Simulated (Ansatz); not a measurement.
# Au(111) with 4 thermally displaced layers, 2x2: scattering by thermal displacements, part 2 of 2

Aim: the resistivity of Au at 180 K from frozen thermal displacements between perfect leads.

Ansatz 0.2.0; Ansatz plane-wave DFT, PBE, PAW files; ballistic transport by layer matching (Landauer), zero bias; PAW set soft_1.

So far, open channels per spin nearest the Fermi level: step 2 (with 4 displaced layers) 3.21.

**3. With 8 displaced layers**

Each atom of 8 layers is moved at random, by amounts drawn from a normal law 0.0707 Å wide in each direction from the Debye model (165 K) at 180 K. A fresh draw is used; the growth of the resistance with length is what counts.

System of this step: Au(111) with 8 thermally displaced layers, 2x2. The cell holds 56 atoms: 56 Au. Its edges and angles: a = 5.768 Å, b = 5.768 Å, c = 33.006 Å, α = 87.5°, β = 92.5°, γ = 120.0°. It derives from Au. Regions: lead, 24 atoms (24 Au); scattering region, 32 atoms (32 Au). The structure is stacked along c, and the current runs across the ab planes.

The input, input.yaml:

```yaml
crystal:
  lattice:
    - [5.7675164607, 0.0, 0.0]
    - [-2.8837582304, 4.9948157718, 0.0]
    - [-1.4418791152, 0.8324692953, 32.9641022945]
  atoms:
    - { symbol: Au, position: [0.005952381, 0.994047619, 0.0357142857] }
    - { symbol: Au, position: [0.005952381, 0.494047619, 0.0357142857] }
    - { symbol: Au, position: [0.505952381, 0.994047619, 0.0357142857] }
    - { symbol: Au, position: [0.505952381, 0.494047619, 0.0357142857] }
    - { symbol: Au, position: [0.1845238095, 0.3154761905, 0.1071428571] }
    - { symbol: Au, position: [0.1845238095, 0.8154761905, 0.1071428571] }
    - { symbol: Au, position: [0.6845238095, 0.3154761905, 0.1071428571] }
    - { symbol: Au, position: [0.6845238095, 0.8154761905, 0.1071428571] }
    - { symbol: Au, position: [0.3630952381, 0.1369047619, 0.1785714286] }
    - { symbol: Au, position: [0.3630952381, 0.6369047619, 0.1785714286] }
    - { symbol: Au, position: [0.8630952381, 0.1369047619, 0.1785714286] }
    - { symbol: Au, position: [0.8630952381, 0.6369047619, 0.1785714286] }
    - { symbol: Au, position: [0.073185107, 0.9768194317, 0.2507664519] }
    - { symbol: Au, position: [0.0270586696, 0.4580356397, 0.2514079017] }
    - { symbol: Au, position: [0.5288243138, 0.963772199, 0.2509219024] }
    - { symbol: Au, position: [0.5415820431, 0.441809971, 0.2485808869] }
    - { symbol: Au, position: [0.2072315251, 0.2625829322, 0.3251588875] }
    - { symbol: Au, position: [0.2163950804, 0.7845105304, 0.3208740267] }
    - { symbol: Au, position: [0.7492182346, 0.2982237699, 0.3227868841] }
    - { symbol: Au, position: [0.6938408639, 0.7802539407, 0.3228948315] }
    - { symbol: Au, position: [0.4073940796, 0.0917934254, 0.3967646994] }
    - { symbol: Au, position: [0.3782767913, 0.591493054, 0.3948624875] }
    - { symbol: Au, position: [0.9136490285, 0.129464746, 0.3932614485] }
    - { symbol: Au, position: [0.8879860472, 0.5962365011, 0.3905170284] }
    - { symbol: Au, position: [0.0663887392, 0.9313340938, 0.4655321051] }
    - { symbol: Au, position: [0.0885126274, 0.4113346823, 0.4679082399] }
    - { symbol: Au, position: [0.5848455692, 0.9450577517, 0.4633575449] }
    - { symbol: Au, position: [0.5705020688, 0.4257858011, 0.4664978087] }
    - { symbol: Au, position: [0.2533028151, 0.236239511, 0.5328378537] }
    - { symbol: Au, position: [0.2426842842, 0.7508087764, 0.5378368628] }
    - { symbol: Au, position: [0.7466473546, 0.2285291118, 0.5375866459] }
    - { symbol: Au, position: [0.7354334136, 0.7337329517, 0.5370461448] }
    - { symbol: Au, position: [0.4094688217, 0.0711527267, 0.6058954476] }
    - { symbol: Au, position: [0.4353998279, 0.5643324753, 0.6075763195] }
    - { symbol: Au, position: [0.9381736867, 0.0542343892, 0.6101903505] }
    - { symbol: Au, position: [0.9498114208, 0.5770019251, 0.6096410698] }
    - { symbol: Au, position: [0.1287497257, 0.8988247426, 0.6787335496] }
    - { symbol: Au, position: [0.0943756063, 0.3852684029, 0.6769210975] }
    - { symbol: Au, position: [0.597281627, 0.8907660977, 0.6773520953] }
    - { symbol: Au, position: [0.5931869529, 0.3720462914, 0.6791470863] }
    - { symbol: Au, position: [0.3054171239, 0.2270562309, 0.7499701581] }
    - { symbol: Au, position: [0.314772025, 0.7277697272, 0.75246669] }
    - { symbol: Au, position: [0.7714903645, 0.2256025998, 0.7507283623] }
    - { symbol: Au, position: [0.7996250697, 0.7134508345, 0.7508208759] }
    - { symbol: Au, position: [0.4702380952, 0.0297619048, 0.8214285714] }
    - { symbol: Au, position: [0.4702380952, 0.5297619048, 0.8214285714] }
    - { symbol: Au, position: [0.9702380952, 0.0297619048, 0.8214285714] }
    - { symbol: Au, position: [0.9702380952, 0.5297619048, 0.8214285714] }
    - { symbol: Au, position: [0.1488095238, 0.8511904762, 0.8928571429] }
    - { symbol: Au, position: [0.1488095238, 0.3511904762, 0.8928571429] }
    - { symbol: Au, position: [0.6488095238, 0.8511904762, 0.8928571429] }
    - { symbol: Au, position: [0.6488095238, 0.3511904762, 0.8928571429] }
    - { symbol: Au, position: [0.3273809524, 0.1726190476, 0.9642857143] }
    - { symbol: Au, position: [0.3273809524, 0.6726190476, 0.9642857143] }
    - { symbol: Au, position: [0.8273809524, 0.1726190476, 0.9642857143] }
    - { symbol: Au, position: [0.8273809524, 0.6726190476, 0.9642857143] }
kpoints:
  mp_grid: { grid: [5, 5, 1] }
hamiltonian:
  xc: pbe
  pseudopotentials: { kind: paw, azcp: { folder: soft_1 } }
scf:
  occupations: { method: fermi_dirac, width: 0.1 }
output:
  transmission:
    leads: [[0, 4]]
    kmesh: [10, 10]
    e_range: [-0.05, 0.05]
    de: 0.05
  write_potential: true
  write_density: true
  volumetric_format: npy
```

The run is started by

```
ansatz run input.yaml --threads 4 --pin off --max-ram 15360MiB --backend cpu --events-out ev --progress --plain --runs-dir out
```

Numbers of over 12 decimals in the logs are rounded to 6 here.

Output:

```text
[...]
Crystal: 56 atoms, lattice volume = 949.619 Å³
Basis set: ecut = 420 eV, 18659 PW (Γ)
Bands: 639, of which v1, the nominal top of the filled ones, is band 532 counted from 1 (531 counted from 0)
Symmetry: 1 space group operations
[...]
k-points: 13 of 25 (time reversal used)
[...]
SCF iter   1: F=—  HF=-736477.938901 eV  |F-HF|=—  |Δ(HF+E_count)|=         —  Δρ=6.74e-2  dr2=4.74e1  ethr=3.10e-3  ⟨swp⟩=4.0  Hψ=24702  notcnv=0  defer=179
[...]
SCF iter  10: F=-736464.010812 eV  HF=-736464.010812 eV  |F-HF|=7.81e-8  |Δ(HF+E_count)|=   7.57e-9  Δρ=1.45e-6  dr2=8.44e-8  ethr=9.40e-12  ⟨swp⟩=8.2  Hψ=30921  notcnv=0
SCF 1 converged in 10 iterations: F = -736464.010812 eV  dr2 = 8.44e-8
[...]
transmission: 226 of 2236 steps passed
transmission: 448 of 2236 steps passed
[...]
transmission: 2236 of 2236 steps passed
SCF converged after 10 iterations
Free energy (F): -736464.010812 eV
[...]
Internal energy: -736463.348265 eV  (E = F + TS)
E sigma→0 (E₀):  -736463.679538 eV
Entropy (-TS):   -0.662547 eV (-11.831 meV/atom)
Fermi energy:    20.727470 eV
[...]
--- Band table (eV; the first three rows and the last of 13) ---
  k-point 0: bands = [... 528 lower, 20.8885, 21.1772, 21.1943, 21.3949, 21.4435, 21.4527, 21.4718, 21.5839, ... 103 higher]
  k-point 1: bands = [... 528 lower, 20.3892, 20.4994, 20.6074, 20.6915, 20.7704, 20.7745, 20.8498, 20.9054, ... 103 higher]
  k-point 2: bands = [... 528 lower, 20.4714, 20.5386, 20.5565, 20.6420, 20.7419, 20.7692, 20.8746, 21.0057, ... 103 higher]
  k-point 12: bands = [... 528 lower, 19.9307, 19.9453, 20.1622, 20.8020, 20.9717, 21.1827, 21.2082, 21.2921, ... 103 higher]
--- Transmission ---
  basis      : 253 plane waves across, 43 finite elements along
  points     : 52, standing for a mesh of 10 x 10
[...]
channels       : 3.210000e0 a spin
[...]
junction   : crystal 0 to crystal 0, 0.70 to 31.31 Å
    transmission   : 3.069109e0 a spin
[...]
```

Run time: 8.6 min. Hardware: 4 threads of Intel Xeon Platinum 8559C (Emerald Rapids), shared host; peak memory 8.1 GiB.

Numbers from this step:

```
free energy                                   : -736464.0108 eV
energy at zero smearing                       : -736463.6795 eV
transmission per spin nearest the Fermi level : 3.069
step of the lead's potential                  : 3.2 meV
```

Per spin. The transmission, zone mean by energy, zero at the Fermi level:

```
energy (eV)  transmission, zone mean
    -0.0500                     3.05
     0.0000                     3.07
     0.0500                     3.08
```

Over the solved energies the transmission per spin lies between 3.05 and 3.08, out of 3.21 channels of the lead on average (up to 3.21).

**4. With 12 displaced layers**

Each atom of 12 layers is moved at random, by amounts drawn from a normal law 0.0707 Å wide in each direction from the Debye model (165 K) at 180 K. A fresh draw is used; the growth of the resistance with length is what counts.

System of this step: Au(111) with 12 thermally displaced layers, 2x2. The cell holds 72 atoms: 72 Au. Its edges and angles: a = 5.768 Å, b = 5.768 Å, c = 42.382 Å, α = 90.0°, β = 90.0°, γ = 120.0°. It derives from Au. Regions: lead, 24 atoms (24 Au); scattering region, 48 atoms (48 Au). The structure is stacked along c, and the current runs across the ab planes.

The input, input.yaml:

```yaml
crystal:
  lattice:
    - [5.7675164607, 0.0, 0.0]
    - [-2.8837582304, 4.9948157718, 0.0]
    - [0.0, 0.0, 42.3824172358]
  atoms:
    - { symbol: Au, position: [0.0, 0.0, 0.0277777778] }
    - { symbol: Au, position: [0.0, 0.5, 0.0277777778] }
    - { symbol: Au, position: [0.5, 0.0, 0.0277777778] }
    - { symbol: Au, position: [0.5, 0.5, 0.0277777778] }
    - { symbol: Au, position: [0.1666666667, 0.3333333333, 0.0833333333] }
    - { symbol: Au, position: [0.1666666667, 0.8333333333, 0.0833333333] }
    - { symbol: Au, position: [0.6666666667, 0.3333333333, 0.0833333333] }
    - { symbol: Au, position: [0.6666666667, 0.8333333333, 0.0833333333] }
    - { symbol: Au, position: [0.3333333333, 0.1666666667, 0.1388888889] }
    - { symbol: Au, position: [0.3333333333, 0.6666666667, 0.1388888889] }
    - { symbol: Au, position: [0.8333333333, 0.1666666667, 0.1388888889] }
    - { symbol: Au, position: [0.8333333333, 0.6666666667, 0.1388888889] }
    - { symbol: Au, position: [0.0013752515, 0.9949199788, 0.1912724169] }
    - { symbol: Au, position: [0.9929769953, 0.4886240639, 0.1962462137] }
    - { symbol: Au, position: [0.497051157, 0.0011815014, 0.1930272571] }
    - { symbol: Au, position: [0.4936593586, 0.4998367623, 0.1919667607] }
    - { symbol: Au, position: [0.1696016865, 0.3318319978, 0.2480221571] }
    - { symbol: Au, position: [0.1409008526, 0.8405950193, 0.2495036142] }
    - { symbol: Au, position: [0.6584987644, 0.3299908255, 0.2530299772] }
    - { symbol: Au, position: [0.6666692247, 0.8345593333, 0.2475194844] }
    - { symbol: Au, position: [0.3600188244, 0.1796526951, 0.3073352589] }
    - { symbol: Au, position: [0.3404048059, 0.6796409021, 0.3061743144] }
    - { symbol: Au, position: [0.8397725181, 0.1645125435, 0.3030970331] }
    - { symbol: Au, position: [0.8322510442, 0.6392794515, 0.3051553286] }
    - { symbol: Au, position: [0.9901127721, 0.9852394672, 0.3621338327] }
    - { symbol: Au, position: [0.994452738, 0.4938166117, 0.3619782344] }
    - { symbol: Au, position: [0.5039880075, 0.0196594765, 0.3616973566] }
    - { symbol: Au, position: [0.4804263396, 0.472481078, 0.3589297101] }
    - { symbol: Au, position: [0.1796305167, 0.3326170887, 0.4161943992] }
    - { symbol: Au, position: [0.1777317998, 0.8151788508, 0.4156897587] }
    - { symbol: Au, position: [0.6650233387, 0.3416322896, 0.4155598551] }
    - { symbol: Au, position: [0.6477880582, 0.8106142176, 0.4178832598] }
    - { symbol: Au, position: [0.3398434001, 0.1599240803, 0.4724946818] }
    - { symbol: Au, position: [0.3141495553, 0.6599886729, 0.4745207168] }
    - { symbol: Au, position: [0.8513473917, 0.1993673085, 0.4709091434] }
    - { symbol: Au, position: [0.839062662, 0.6638994977, 0.4731660361] }
    - { symbol: Au, position: [0.9959400363, 0.992056861, 0.5263305475] }
    - { symbol: Au, position: [0.0370349846, 0.4989052662, 0.5244138819] }
    - { symbol: Au, position: [0.4968481436, 0.009596903, 0.5269437375] }
    - { symbol: Au, position: [0.5237697694, 0.5141878397, 0.5275236689] }
    - { symbol: Au, position: [0.1537674933, 0.3191114856, 0.5821657524] }
    - { symbol: Au, position: [0.1571328695, 0.8503802318, 0.5859867058] }
    - { symbol: Au, position: [0.6429066796, 0.3166079168, 0.5803833627] }
    - { symbol: Au, position: [0.6328687135, 0.7893665689, 0.5814279521] }
    - { symbol: Au, position: [0.3467841394, 0.161774054, 0.6403143803] }
    - { symbol: Au, position: [0.3397998801, 0.6915869664, 0.6392211949] }
    - { symbol: Au, position: [0.8467142602, 0.2027934079, 0.6383476528] }
    - { symbol: Au, position: [0.8197929328, 0.6695244796, 0.63882411] }
    - { symbol: Au, position: [0.0065482597, 0.9869552904, 0.6957867545] }
    - { symbol: Au, position: [0.0057274895, 0.4905496243, 0.694716744] }
    - { symbol: Au, position: [0.5064181082, 0.0332023208, 0.6932699027] }
    - { symbol: Au, position: [0.4869035003, 0.4849142407, 0.693867096] }
    - { symbol: Au, position: [0.1720282438, 0.34420054, 0.7489816762] }
    - { symbol: Au, position: [0.154365097, 0.8132844918, 0.7486198496] }
    - { symbol: Au, position: [0.7078151662, 0.34807098, 0.7486965437] }
    - { symbol: Au, position: [0.6433691944, 0.8195250365, 0.7499638185] }
    - { symbol: Au, position: [0.328491213, 0.156131065, 0.8034094818] }
    - { symbol: Au, position: [0.3539648805, 0.673059775, 0.8049307564] }
    - { symbol: Au, position: [0.8268810901, 0.1591717482, 0.8006580776] }
    - { symbol: Au, position: [0.827174887, 0.6515142937, 0.8038830255] }
    - { symbol: Au, position: [0.0, 0.0, 0.8611111111] }
    - { symbol: Au, position: [0.0, 0.5, 0.8611111111] }
    - { symbol: Au, position: [0.5, 0.0, 0.8611111111] }
    - { symbol: Au, position: [0.5, 0.5, 0.8611111111] }
    - { symbol: Au, position: [0.1666666667, 0.3333333333, 0.9166666667] }
    - { symbol: Au, position: [0.1666666667, 0.8333333333, 0.9166666667] }
    - { symbol: Au, position: [0.6666666667, 0.3333333333, 0.9166666667] }
    - { symbol: Au, position: [0.6666666667, 0.8333333333, 0.9166666667] }
    - { symbol: Au, position: [0.3333333333, 0.1666666667, 0.9722222222] }
    - { symbol: Au, position: [0.3333333333, 0.6666666667, 0.9722222222] }
    - { symbol: Au, position: [0.8333333333, 0.1666666667, 0.9722222222] }
    - { symbol: Au, position: [0.8333333333, 0.6666666667, 0.9722222222] }
kpoints:
  mp_grid: { grid: [5, 5, 1] }
hamiltonian:
  xc: pbe
  pseudopotentials: { kind: paw, azcp: { folder: soft_1 } }
scf:
  occupations: { method: fermi_dirac, width: 0.1 }
output:
  transmission:
    leads: [[0, 4]]
    kmesh: [10, 10]
    e_range: [-0.05, 0.05]
    de: 0.05
  write_potential: true
  write_density: true
  volumetric_format: npy
```

Output:

```text
[...]
Crystal: 72 atoms, lattice volume = 1220.939 Å³
Basis set: ecut = 420 eV, 23937 PW (Γ)
Bands: 821, of which v1, the nominal top of the filled ones, is band 684 counted from 1 (683 counted from 0)
Symmetry: 1 space group operations
[...]
k-points: 13 of 25 (time reversal used)
[...]
SCF iter   1: F=—  HF=-946899.444989 eV  |F-HF|=—  |Δ(HF+E_count)|=         —  Δρ=6.74e-2  dr2=6.09e1  ethr=3.10e-3  ⟨swp⟩=4.0  Hψ=31704  notcnv=0  defer=264
[...]
SCF iter  11: F=-946881.582177 eV  HF=-946881.582177 eV  |F-HF|=1.51e-8  |Δ(HF+E_count)|=   2.79e-9  Δρ=5.85e-7  dr2=1.80e-8  ethr=7.31e-12  ⟨swp⟩=2.0  Hψ=19579  notcnv=0
SCF 1 converged in 11 iterations: F = -946881.582177 eV  dr2 = 1.80e-8
[...]
transmission: 278 of 2756 steps passed
transmission: 552 of 2756 steps passed
[...]
transmission: 2756 of 2756 steps passed
SCF converged after 11 iterations
Free energy (F): -946881.582177 eV
[...]
Internal energy: -946880.788934 eV  (E = F + TS)
E sigma→0 (E₀):  -946881.185556 eV
Entropy (-TS):   -0.793242 eV (-11.017 meV/atom)
Fermi energy:    20.709865 eV
[...]
--- Band table (eV; the first three rows and the last of 13) ---
  k-point 0: bands = [... 680 lower, 20.9175, 21.3045, 21.3125, 21.3540, 21.3747, 21.3885, 21.4093, 21.5802, ... 133 higher]
  k-point 1: bands = [... 680 lower, 20.4481, 20.5587, 20.5714, 20.6918, 20.7130, 20.8080, 20.8177, 20.9183, ... 133 higher]
  k-point 2: bands = [... 680 lower, 20.5120, 20.5311, 20.5800, 20.6126, 20.7218, 20.7549, 20.7960, 20.8106, ... 133 higher]
  k-point 12: bands = [... 680 lower, 19.9581, 20.3328, 20.3505, 20.7345, 20.7585, 21.0285, 21.0372, 21.4690, ... 133 higher]
--- Transmission ---
  basis      : 253 plane waves across, 53 finite elements along
  points     : 52, standing for a mesh of 10 x 10
[...]
channels       : 3.210000e0 a spin
[...]
junction   : crystal 0 to crystal 0, 0.70 to 40.73 Å
    transmission   : 2.970335e0 a spin
[...]
```

Wall time 14 min (4 threads); peak memory 9.9 GiB.

This step gave:

```yaml
free_energy: -946881.5822 eV
energy_at_zero_smearing: -946881.1856 eV
fermi_energy: 20.71 eV
transmission_per_spin_nearest_the_fermi_level: 2.970
step_of_the_lead_s_potential: 7.3 meV
```

Per spin. Transmission, zone mean against energy, zero at the Fermi level:

```
energy (eV)  transmission, zone mean
    -0.0500                     2.94
     0.0000                     2.97
     0.0500                     2.99
```

Over the solved energies the transmission per spin lies between 2.94 and 2.99, out of 3.21 channels of the lead on average (up to 3.21).

**5. Resistance against length**

This step: Ansatz plane-wave DFT, PBE, PAW files; ballistic transport by layer matching (Landauer), zero bias; resistivity from the slope of the area resistance; PAW set soft_1 (Ansatz 0.2.0).

This step gave:

| Property | Result |
| --- | --- |
| resistivity | 3.817 µΩ cm |
| intercept | -0.01395 fΩ m² |
| scatter about the fit | 0.002159 fΩ m² |

Resistance, by row:

```
run  length (Å)      T  channels N  RA (fΩ m²)
 n4       9.418  3.146        3.21     0.02352
 n8       18.84  3.065        3.21     0.05489
n12       28.25  2.966        3.21     0.09542
```

Area resistance against length of the displaced region:

```
length of the displaced region (Å)  area resistance (fΩ m²)
                              9.42                   0.0235
                             18.84                   0.0549
                             28.25                   0.0954
```

The area resistance goes from 0.024 to 0.095 fΩ m² between 9.4 and 28.3 Å, a slope of 3.8 µΩ cm.

By hand from the end points: (0.09542 − 0.02352) fΩ m² / (28.25 − 9.42) Å = 3.8 µΩ cm, since 1 fΩ m² per Å is 1000 µΩ cm.

**6. Summary of results**

| Property | Result |
| --- | --- |
| resistivity from the slope | 3.82 µΩ cm |
| area resistance over 9.42 Å | 0.0235 fΩ m² |
| area resistance over 18.8 Å | 0.0549 fΩ m² |
| area resistance over 28.3 Å | 0.0954 fΩ m² |

In words: The slope gives 3.8 µΩ cm. The points scatter by 0.0022 fΩ m² about the line, with one random draw a length in a 2x2 cell, so the slope is a rough value. The mean square of the displacements drawn is 0.78, 0.99 and 1.2 of the nominal one at the three lengths; with each resistance scaled back by that, the slope is 2.7 µΩ cm, the value used below. Read with a model of isotropic scattering on a spherical Fermi surface and the lead's 0.86×10¹⁵ S/m², this slope means a mean free path near 393 Å; over these lengths the model's slope is 1.22 times its bulk resistivity, which would be 2.2 µΩ cm. Uncorrelated displacements put too much weight on short waves, which scatter strongly; with the sideways repeat of a small cell, one draw and three short lengths, the method is good to a factor of two or three. Spin-orbit coupling is left out, which matters for Au.

[Logs are printed without paths, hosts, clocks, repeated set-up lines and the standing remarks that a program may print on its own settings, such as how far it seeks lower states.]

[Hosts, paths, dates, database ids (printed as entryN), source tags and the programs' standing remarks are cut or masked in the printed files.]
